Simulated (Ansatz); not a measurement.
# linear Y chain under tension and compression, part 2 of 3

Wanted: energy, moment and open channels of the linear Y chain from 12 % compression to 30 % stretch.

Ansatz 0.2.0; DFT RPBE, plane waves, PAW; relaxation of a chain's period (the session's first sound run).

So far, absolute moment (μB): step 2 (relaxation of atoms and period) 1.69.

## Step 3: At a set period, period over the relaxed period 0.88, k-mesh 1×1×28

This step: DFT RPBE, plane waves, PAW; channels and complex bands of a perfect chain (Ansatz 0.2.0).

The period is set to 0.88 times the relaxed one: shorter bonds widen the bands.

The cell differs from the one that the last finished run ended in (c 3.250 → 2.860 Å).

Contents of input.yaml:

```yaml
crystal:
  lattice:
    - [7.5, 0.0, 0.0]
    - [0.0, 7.5, 0.0]
    - [0.0, 0.0, 2.8604399037]
  atoms:
    - { symbol: "Y", position: [0.5, 0.5, 0.0], spin: 0.86 }
magnetization:
  spin_polarized: true
kpoints:
  mp_grid: { grid: [1, 1, 28] }
scf:
  occupations: { method: fermi_dirac, width: 0.05 }
hamiltonian:
  xc: rpbe
output:
  transmission:
    e_range: [-2, 2]
    de: 0.035
    kmesh: [1, 1]
    reduced_basis: true
    leads: [[0, 0]]
  stress: true
```

Launch:

```sh
$ ansatz run input.yaml --threads 4 --pin off --max-ram 8192MiB --backend cpu --events-out ev --progress --plain --runs-dir out
```

Numbers of over 12 decimals in the logs are rounded to 6 here.

Log:

```text
[...]
Crystal: 1 atoms, lattice volume = 160.900 Å³
Basis set: ecut = 420 eV, 3145 PW (Γ)
Bands: 10, of which v1, the nominal top of the filled ones, is band 6 counted from 1 (5 counted from 0)
Symmetry: 16 space group operations
[...]
k-points: 15 of 28
[...]
Starting moments: Σ|m| = 0.86 μB on 1 of 1 site
[...]
SCF iter   1: F=—  HF=-3852.759316 eV  |F-HF|=—  |Δ(HF+E_count)|=         —  Δρ=1.29e-2 (↑1.11e-2 ↓1.29e-2)  dr2=2.01e0  dr2_m=3.18e-2  M=0.368 μB ∫|m|=0.368 μB  β_m=0.30  ethr=3.10e-3  ⟨swp⟩=5.2  Hψ=1840  notcnv=0
[...]
SCF iter  13: F=-3852.800905 eV  HF=-3852.800905 eV  |F-HF|=4.55e-12  |Δ(HF+E_count)|=   1.52e-9  Δρ=5.80e-8 (↑5.80e-8 ↓4.90e-8)  dr2=1.07e-11  dr2_m=7.81e-13  M=0.000 μB ∫|m|=0.000 μB  ethr=3.09e-12  ⟨swp⟩=1.0  Hψ=914  notcnv=0
SCF 1 converged in 13 iterations: F = -3852.800905 eV  dr2 = 1.07e-11
[...]
WARN: the starting moments were not kept: the SCF closed with an absolute magnetisation of 5.4e-6 μB, where they sum to 0.86 μB in size (1 site). That is at most 0.1 of that sum. Measured as dr2_m measures the in/out step, that magnetisation stands 2.5e-12 eV from none, at or under the dr2_threshold of 1.0e-7 eV: it is no larger than a step whose dr2_m would equal this threshold. The system may hold no moment; this S [...]
transmission: 8 of 48 steps passed
transmission: 12 of 48 steps passed
[...]
transmission: 48 of 48 steps passed
SCF converged after 13 iterations
Magnetization: 0.0000 μB (5.5000 up, 5.5000 down)
Absolute magnetization: 0.0000 μB (∫|ρ↑−ρ↓|, with the PAW one-centre terms)
[...]
Per-site moments (μB) at R_I (Å): [(1.929441920062025e-6, 1.179931)]
Free energy (F): -3852.800905 eV
[...]
Internal energy: -3852.783439 eV  (E = F + TS)
E sigma→0 (E₀):  -3852.792172 eV
Entropy (-TS):   -0.017467 eV (-17.467 meV/atom)
Fermi energy:    -0.216664 eV
[...]
--- Stress (GPa, compression-positive) ---
       -0.484940       0.000000       0.000000
        0.000000      -0.484940       0.000000
        0.000000       0.000000       1.370497
  P = ⅓ Tr σ = 0.1335 GPa (1.335 kbar)
--- Band table (eV; the first three rows and the last of 30) ---
[...]
--- Transmission ---
  basis      : 497 plane waves across, 4 finite elements along
  points     : 1, standing for a mesh of 1 x 1
  filling    : by the input's occupations and mesh, since the crystals that have channels conduct as metals do. If one of these is a semiconductor, that mesh has misplaced its level
  energies   : 115 from -2.000000 to 1.990000 eV about the Fermi level, 0.035000 eV apart; the leads are filled to 0.000000 eV, and channels, transmission and decay are at -0.005000 eV
  crystal 0  : Y1, at the sites [0, 0], period 2.8604 Å: whole cells are its period
    offset         : up to 0.0000 Å between an atom of the period and one for which it stands
    filled         : 1.8 meV over the level at which it is neutral
    channels       : 4.000000e0 up, 4.000000e0 down
    conductance    : 5.5097e14 S/m² at 300 K; may be off by some 0.0 % by where its bands' edges are placed, 0.0 % from the distance to neutral
```

The job ended after 18 s (4 threads of Arm Neoverse V2, shared host; peak memory 0.46 GiB).

The column dr2 measures how far the density is from self-consistency, as an energy; F and HF (Harris–Foulkes) agree once it is small.

Numbers from this step:

```
energy at zero smearing                                   : -3852.7922 eV
channels at the energy nearest the Fermi level, spin up   : 4
channels at the energy nearest the Fermi level, spin down : 4
conductance of the lead as this run defines it            : 4.000 G₀
band gap                                                  : 0 eV
```

Open channels of the lead against energy, zero at the Fermi level:

| energy (eV) | spin up | spin down |
| --- | --- | --- |
| -2.000 | 1 | 1 |
| -1.790 | 1 | 1 |
| -1.615 | 1 | 1 |
| -1.405 | 1 | 1 |
| -1.195 | 1 | 1 |
| -0.985 | 1 | 1 |
| -0.810 | 1 | 1 |
| -0.600 | 3 | 3 |
| -0.390 | 3 | 3 |
| -0.215 | 4 | 4 |
| -0.005 | 4 | 4 |
| 0.205 | 4 | 4 |
| 0.415 | 4 | 4 |
| 0.590 | 5 | 5 |
| 0.800 | 6 | 6 |
| 1.010 | 6 | 6 |
| 1.185 | 6 | 6 |
| 1.395 | 4 | 4 |
| 1.605 | 4 | 4 |
| 1.815 | 4 | 4 |

At the computed energy nearest the Fermi level there are 4 spin-up and 4 spin-down channels, and the thermal average gives 4.00 G₀.

## Step 4: At a set period, period over the relaxed period 0.92, k-mesh 1×1×27

The period is set to 0.92 times the relaxed one: shorter bonds widen the bands.

The cell differs from the one that the last finished run ended in (c 2.860 → 2.990 Å).

Edit input.yaml of step 3 so:

```diff
@@ -4,3 +4,3 @@
     - [0.0, 7.5, 0.0]
-    - [0.0, 0.0, 2.8604399037]
+    - [0.0, 0.0, 2.9904598993]
   atoms:
@@ -10,3 +10,3 @@
 kpoints:
-  mp_grid: { grid: [1, 1, 28] }
+  mp_grid: { grid: [1, 1, 27] }
 scf:
```

Log:

```text
[...]
Crystal: 1 atoms, lattice volume = 168.213 Å³
Basis set: ecut = 420 eV, 3289 PW (Γ)
Bands: 10, of which v1, the nominal top of the filled ones, is band 6 counted from 1 (5 counted from 0)
Symmetry: 16 space group operations
[...]
k-points: 14 of 27
[...]
Starting moments: Σ|m| = 0.86 μB on 1 of 1 site
[...]
--- Transmission ---
  basis      : 497 plane waves across, 4 finite elements along
  points     : 1, standing for a mesh of 1 x 1
[...]
crystal 0  : Y1, at the sites [0, 0], period 2.9905 Å: whole cells are its period
[...]
filled         : 6.6 meV over the level at which it is neutral
    channels       : 4.000000e0 up, 4.000000e0 down
[...]
[key lines of the parts left out:]
SCF converged after 16 iterations
Magnetization: 0.0000 μB (5.5000 up, 5.5000 down)
Free energy (F): -3852.837717 eV
Fermi energy:    -0.240292 eV
P = ⅓ Tr σ = -0.2130 GPa (-2.130 kbar)
```

Run time: 17 s. Hardware: 4 threads; peak memory 0.45 GiB.

At the computed energy nearest the Fermi level there are 4 spin-up and 4 spin-down channels, and the thermal average gives 4.00 G₀.

## Step 5: The chain at a fixed length, period over the relaxed period 0.96, k-mesh 1×1×26

The period is set to 0.96 times the relaxed one: shorter bonds widen the bands.

The cell differs from the one that the last finished run ended in (c 2.990 → 3.120 Å).

Edit input.yaml of step 4 so:

```diff
@@ -4,3 +4,3 @@
     - [0.0, 7.5, 0.0]
-    - [0.0, 0.0, 2.9904598993]
+    - [0.0, 0.0, 3.120479895]
   atoms:
@@ -10,3 +10,3 @@
 kpoints:
-  mp_grid: { grid: [1, 1, 27] }
+  mp_grid: { grid: [1, 1, 26] }
 scf:
```

Log:

```text
[...]
Crystal: 1 atoms, lattice volume = 175.527 Å³
Basis set: ecut = 420 eV, 3435 PW (Γ)
Bands: 10, of which v1, the nominal top of the filled ones, is band 6 counted from 1 (5 counted from 0)
Symmetry: 16 space group operations
[...]
k-points: 14 of 26
[...]
Starting moments: Σ|m| = 0.86 μB on 1 of 1 site
[...]
--- Transmission ---
  basis      : 497 plane waves across, 4 finite elements along
  points     : 1, standing for a mesh of 1 x 1
[...]
crystal 0  : Y1, at the sites [0, 0], period 3.1205 Å: whole cells are its period
[...]
filled         : 5.8 meV under the level at which it is neutral
    channels       : 4.000000e0 up, 3.000000e0 down
[...]
[key lines of the parts left out:]
SCF converged after 13 iterations
Magnetization: 0.5720 μB (5.7860 up, 5.2140 down)
Free energy (F): -3852.836630 eV
Fermi energy:    -0.286668 eV
P = ⅓ Tr σ = -0.3460 GPa (-3.460 kbar)
```

Elapsed: 19 s, on 4 threads; peak memory 0.46 GiB.

At the computed energy nearest the Fermi level there are 4 spin-up and 3 spin-down channels, and the thermal average gives 3.51 G₀.

Between step 3 and this run (period over the relaxed period 0.96 and k-mesh 1×1×26) the value for the conductance of the lead as this run defines it moves from 4.00 G₀ to 3.51 G₀ (-12 %).

## Step 6: The chain at a fixed length, period over the relaxed period 1, k-mesh 1×1×25

The period is set to 1.0 times the relaxed one, as the point of reference.

Edit input.yaml of step 5 so:

```diff
@@ -4,3 +4,3 @@
     - [0.0, 7.5, 0.0]
-    - [0.0, 0.0, 3.120479895]
+    - [0.0, 0.0, 3.2504998906]
   atoms:
@@ -10,3 +10,3 @@
 kpoints:
-  mp_grid: { grid: [1, 1, 26] }
+  mp_grid: { grid: [1, 1, 25] }
 scf:
```

Log:

```text
[...]
Crystal: 1 atoms, lattice volume = 182.841 Å³
Basis set: ecut = 420 eV, 3579 PW (Γ)
Bands: 10, of which v1, the nominal top of the filled ones, is band 6 counted from 1 (5 counted from 0)
Symmetry: 16 space group operations
[...]
k-points: 13 of 25
[...]
Starting moments: Σ|m| = 0.86 μB on 1 of 1 site
[...]
--- Transmission ---
  basis      : 497 plane waves across, 4 finite elements along
  points     : 1, standing for a mesh of 1 x 1
[...]
crystal 0  : Y1, at the sites [0, 0], period 3.2505 Å: whole cells are its period
[...]
filled         : 21.0 meV under the level at which it is neutral
    channels       : 4.000000e0 up, 1.000000e0 down
[...]
[key lines of the parts left out:]
SCF converged after 16 iterations
Magnetization: 1.6647 μB (6.3323 up, 4.6677 down)
Free energy (F): -3852.842100 eV
Fermi energy:    -0.376684 eV
P = ⅓ Tr σ = -0.2874 GPa (-2.874 kbar)
```

The job ended after 17 s (4 threads; peak memory 0.45 GiB).

The open channels of the lead by energy, zero at the Fermi level:

| energy (eV) | spin up | spin down |
| --- | --- | --- |
| -2.00 | 1 | 0 |
| -1.90 | 1 | 1 |
| -1.79 | 1 | 1 |
| -1.69 | 1 | 1 |
| -1.58 | 1 | 1 |
| -1.48 | 1 | 1 |
| -1.37 | 1 | 1 |
| -1.23 | 1 | 1 |
| -1.12 | 1 | 1 |
| -1.02 | 3 | 1 |
| -0.92 | 3 | 1 |
| -0.81 | 3 | 1 |
| -0.70 | 3 | 1 |
| -0.60 | 3 | 1 |
| -0.49 | 4 | 1 |
| -0.39 | 4 | 1 |
| -0.28 | 4 | 1 |
| -0.18 | 4 | 1 |
| -0.07 | 4 | 1 |
| -0.01 | 4 | 1 |
| 0.07 | 4 | 1 |
| 0.17 | 5 | 2 |
| 0.28 | 5 | 4 |
| 0.38 | 6 | 4 |
| 0.48 | 6 | 4 |
| 0.59 | 6 | 4 |
| 0.69 | 6 | 5 |
| 0.80 | 6 | 5 |
| 0.91 | 3 | 6 |
| 1.01 | 3 | 6 |
| 1.11 | 4 | 6 |
| 1.22 | 4 | 6 |
| 1.36 | 2 | 5 |
| 1.47 | 0 | 5 |
| 1.57 | 0 | 3 |
| 1.68 | 0 | 3 |
| 1.78 | 0 | 1 |
| 1.89 | 0 | 1 |
| 1.99 | 0 | 1 |

At the computed energy nearest the Fermi level there are 4 spin-up and 1 spin-down channels, and the thermal average gives 2.53 G₀.

For the conductance of the lead as this run defines it, step 3 gave 4.00 G₀; this run, with period over the relaxed period 1 and k-mesh 1×1×25, gives 2.53 G₀ (-37 %).

## Step 7: The chain at a fixed length, period over the relaxed period 1.04, k-mesh 1×1×24

The period is set to 1.04 times the relaxed one: longer bonds narrow the bands.

The cell differs from the one that the last finished run ended in (c 3.250 → 3.381 Å).

Edit input.yaml of step 6 so:

```diff
@@ -4,3 +4,3 @@
     - [0.0, 7.5, 0.0]
-    - [0.0, 0.0, 3.2504998906]
+    - [0.0, 0.0, 3.3805198862]
   atoms:
@@ -10,3 +10,3 @@
 kpoints:
-  mp_grid: { grid: [1, 1, 25] }
+  mp_grid: { grid: [1, 1, 24] }
 scf:
```

Log:

```text
[...]
Crystal: 1 atoms, lattice volume = 190.154 Å³
Basis set: ecut = 420 eV, 3731 PW (Γ)
Bands: 10, of which v1, the nominal top of the filled ones, is band 6 counted from 1 (5 counted from 0)
Symmetry: 16 space group operations
[...]
k-points: 13 of 24
[...]
Starting moments: Σ|m| = 0.86 μB on 1 of 1 site
[...]
--- Transmission ---
  basis      : 497 plane waves across, 5 finite elements along
  points     : 1, standing for a mesh of 1 x 1
[...]
crystal 0  : Y1, at the sites [0, 0], period 3.3805 Å: whole cells are its period
[...]
filled         : 14.2 meV under the level at which it is neutral
    channels       : 4.000000e0 up, 1.000000e0 down
[...]
[key lines of the parts left out:]
SCF converged after 11 iterations
Magnetization: 1.6102 μB (6.3051 up, 4.6949 down)
Free energy (F): -3852.822311 eV
Fermi energy:    -0.456162 eV
P = ⅓ Tr σ = -0.5347 GPa (-5.347 kbar)
```

The job ended after 24 s (4 threads; peak memory 0.51 GiB; 80 s of CPU time).

At the computed energy nearest the Fermi level there are 4 spin-up and 1 spin-down channels, and the thermal average gives 2.51 G₀. The change of length costs 0.019 eV a cell and leaves an absolute moment of 1.61 μB a cell.

For the conductance of the lead as this run defines it, step 3 gave 4.00 G₀; this run, with period over the relaxed period 1.04 and k-mesh 1×1×24, gives 2.51 G₀ (-37 %).

## Step 8: At a set period, period over the relaxed period 1.08, k-mesh 1×1×23

The period is set to 1.08 times the relaxed one: longer bonds narrow the bands.

The cell differs from the one that the last finished run ended in (c 3.381 → 3.511 Å).

Edit input.yaml of step 7 so:

```diff
@@ -4,3 +4,3 @@
     - [0.0, 7.5, 0.0]
-    - [0.0, 0.0, 3.3805198862]
+    - [0.0, 0.0, 3.5105398818]
   atoms:
@@ -10,3 +10,3 @@
 kpoints:
-  mp_grid: { grid: [1, 1, 24] }
+  mp_grid: { grid: [1, 1, 23] }
 scf:
```

Log:

```text
[...]
Crystal: 1 atoms, lattice volume = 197.468 Å³
Basis set: ecut = 420 eV, 3843 PW (Γ)
Bands: 10, of which v1, the nominal top of the filled ones, is band 6 counted from 1 (5 counted from 0)
Symmetry: 16 space group operations
[...]
k-points: 12 of 23
[...]
Starting moments: Σ|m| = 0.86 μB on 1 of 1 site
[...]
--- Transmission ---
  basis      : 497 plane waves across, 5 finite elements along
  points     : 1, standing for a mesh of 1 x 1
[...]
crystal 0  : Y1, at the sites [0, 0], period 3.5105 Å: whole cells are its period
[...]
filled         : 3.6 meV under the level at which it is neutral
    channels       : 4.000000e0 up, 1.000000e0 down
[...]
[key lines of the parts left out:]
SCF converged after 11 iterations
Magnetization: 1.5460 μB (6.2730 up, 4.7270 down)
Free energy (F): -3852.773491 eV
Fermi energy:    -0.529234 eV
P = ⅓ Tr σ = -0.7160 GPa (-7.160 kbar)
```

Wall time 23 s (4 threads); peak memory 0.49 GiB.

At the computed energy nearest the Fermi level there are 4 spin-up and 1 spin-down channels, and the thermal average gives 2.50 G₀. The change of length costs 0.069 eV a cell and leaves an absolute moment of 1.55 μB a cell.

For the conductance of the lead as this run defines it, step 3 gave 4.00 G₀; this run, with period over the relaxed period 1.08 and k-mesh 1×1×23, gives 2.50 G₀ (-37 %).

## Step 9: The chain at a fixed length, period over the relaxed period 1.13, k-mesh 1×1×22

The period is set to 1.13 times the relaxed one: longer bonds narrow the bands.

The cell differs from the one that the last finished run ended in (c 3.511 → 3.673 Å).

Edit input.yaml of step 8 so:

```diff
@@ -4,3 +4,3 @@
     - [0.0, 7.5, 0.0]
-    - [0.0, 0.0, 3.5105398818]
+    - [0.0, 0.0, 3.6730648763]
   atoms:
@@ -10,3 +10,3 @@
 kpoints:
-  mp_grid: { grid: [1, 1, 23] }
+  mp_grid: { grid: [1, 1, 22] }
 scf:
```

Log:

```text
[...]
Crystal: 1 atoms, lattice volume = 206.610 Å³
Basis set: ecut = 420 eV, 4045 PW (Γ)
Bands: 10, of which v1, the nominal top of the filled ones, is band 6 counted from 1 (5 counted from 0)
Symmetry: 16 space group operations
[...]
k-points: 12 of 22
[...]
Starting moments: Σ|m| = 0.86 μB on 1 of 1 site
[...]
--- Transmission ---
  basis      : 497 plane waves across, 5 finite elements along
  points     : 1, standing for a mesh of 1 x 1
[...]
crystal 0  : Y1, at the sites [0, 0], period 3.6731 Å: whole cells are its period
[...]
filled         : 0.7 meV over the level at which it is neutral
    channels       : 4.000000e0 up, 1.000000e0 down
[...]
[key lines of the parts left out:]
SCF converged after 11 iterations
Magnetization: 1.4711 μB (6.2356 up, 4.7644 down)
Free energy (F): -3852.685331 eV
Fermi energy:    -0.628561 eV
P = ⅓ Tr σ = -0.8598 GPa (-8.598 kbar)
```

It took 25 s on 4 threads; peak memory 0.5 GiB; 82 s of CPU time.

At the computed energy nearest the Fermi level there are 4 spin-up and 1 spin-down channels, and the thermal average gives 2.50 G₀. The change of length costs 0.158 eV a cell and leaves an absolute moment of 1.47 μB a cell.

Between step 3 and this run (period over the relaxed period 1.13 and k-mesh 1×1×22) the value for the conductance of the lead as this run defines it moves from 4.00 G₀ to 2.50 G₀ (-37 %).

## Step 10: At a set period, period over the relaxed period 1.2, k-mesh 1×1×21

The period is set to 1.2 times the relaxed one: longer bonds narrow the bands.

The cell differs from the one that the last finished run ended in (c 3.673 → 3.901 Å).

Edit input.yaml of step 9 so:

```diff
@@ -4,3 +4,3 @@
     - [0.0, 7.5, 0.0]
-    - [0.0, 0.0, 3.6730648763]
+    - [0.0, 0.0, 3.9005998687]
   atoms:
@@ -10,3 +10,3 @@
 kpoints:
-  mp_grid: { grid: [1, 1, 22] }
+  mp_grid: { grid: [1, 1, 21] }
 scf:
```

Log:

```text
[...]
Crystal: 1 atoms, lattice volume = 219.409 Å³
Basis set: ecut = 420 eV, 4253 PW (Γ)
Bands: 10, of which v1, the nominal top of the filled ones, is band 6 counted from 1 (5 counted from 0)
Symmetry: 16 space group operations
[...]
k-points: 11 of 21
[...]
Starting moments: Σ|m| = 0.86 μB on 1 of 1 site
[...]
--- Transmission ---
  basis      : 497 plane waves across, 5 finite elements along
  points     : 1, standing for a mesh of 1 x 1
[...]
crystal 0  : Y1, at the sites [0, 0], period 3.9006 Å: whole cells are its period
[...]
filled         : 0.9 meV over the level at which it is neutral
    channels       : 4.000000e0 up, 1.000000e0 down
[...]
[key lines of the parts left out:]
SCF converged after 12 iterations
Magnetization: 1.3804 μB (6.1902 up, 4.8098 down)
Free energy (F): -3852.536447 eV
Fermi energy:    -0.779486 eV
P = ⅓ Tr σ = -0.9202 GPa (-9.202 kbar)
```

It took 19 s on 4 threads; peak memory 0.46 GiB; 63 s of CPU time.

At the computed energy nearest the Fermi level there are 4 spin-up and 1 spin-down channels, and the thermal average gives 2.46 G₀. The change of length costs 0.310 eV a cell and leaves an absolute moment of 1.38 μB a cell.

For the conductance of the lead as this run defines it, step 3 gave 4.00 G₀; this run, with period over the relaxed period 1.2 and k-mesh 1×1×21, gives 2.46 G₀ (-38 %).

## Step 11: The chain at a fixed length, period over the relaxed period 1.3, k-mesh 1×1×19

The period is set to 1.3 times the relaxed one: longer bonds narrow the bands.

The cell differs from the one that the last finished run ended in (c 3.901 → 4.226 Å).

Edit input.yaml of step 10 so:

```diff
@@ -4,3 +4,3 @@
     - [0.0, 7.5, 0.0]
-    - [0.0, 0.0, 3.9005998687]
+    - [0.0, 0.0, 4.2256498577]
   atoms:
@@ -10,3 +10,3 @@
 kpoints:
-  mp_grid: { grid: [1, 1, 21] }
+  mp_grid: { grid: [1, 1, 19] }
 scf:
```

Log:

```text
[...]
Crystal: 1 atoms, lattice volume = 237.693 Å³
Basis set: ecut = 420 eV, 4623 PW (Γ)
Bands: 10, of which v1, the nominal top of the filled ones, is band 6 counted from 1 (5 counted from 0)
Symmetry: 16 space group operations
[...]
k-points: 10 of 19
[...]
Starting moments: Σ|m| = 0.86 μB on 1 of 1 site
[...]
--- Transmission ---
  basis      : 497 plane waves across, 6 finite elements along
  points     : 1, standing for a mesh of 1 x 1
[...]
crystal 0  : Y1, at the sites [0, 0], period 4.2256 Å: whole cells are its period
[...]
filled         : 0.3 meV under the level at which it is neutral
    channels       : 2.000000e0 up, 1.000000e0 down
[...]
[key lines of the parts left out:]
SCF converged after 10 iterations
Magnetization: 1.3257 μB (6.1628 up, 4.8372 down)
Free energy (F): -3852.368472 eV
Fermi energy:    -0.960876 eV
P = ⅓ Tr σ = -0.7022 GPa (-7.022 kbar)
```

It took 27 s on 4 threads; peak memory 0.49 GiB; 94 s of CPU time.

(Continued in part 3 of 3.)

[Logs are printed without paths, hosts, clocks, repeated set-up lines and the standing remarks that a program may print on its own settings, such as how far it seeks lower states.]

[Hosts, paths, dates, database ids (printed as entryN), source tags and the programs' standing remarks are cut or masked in the printed files.]
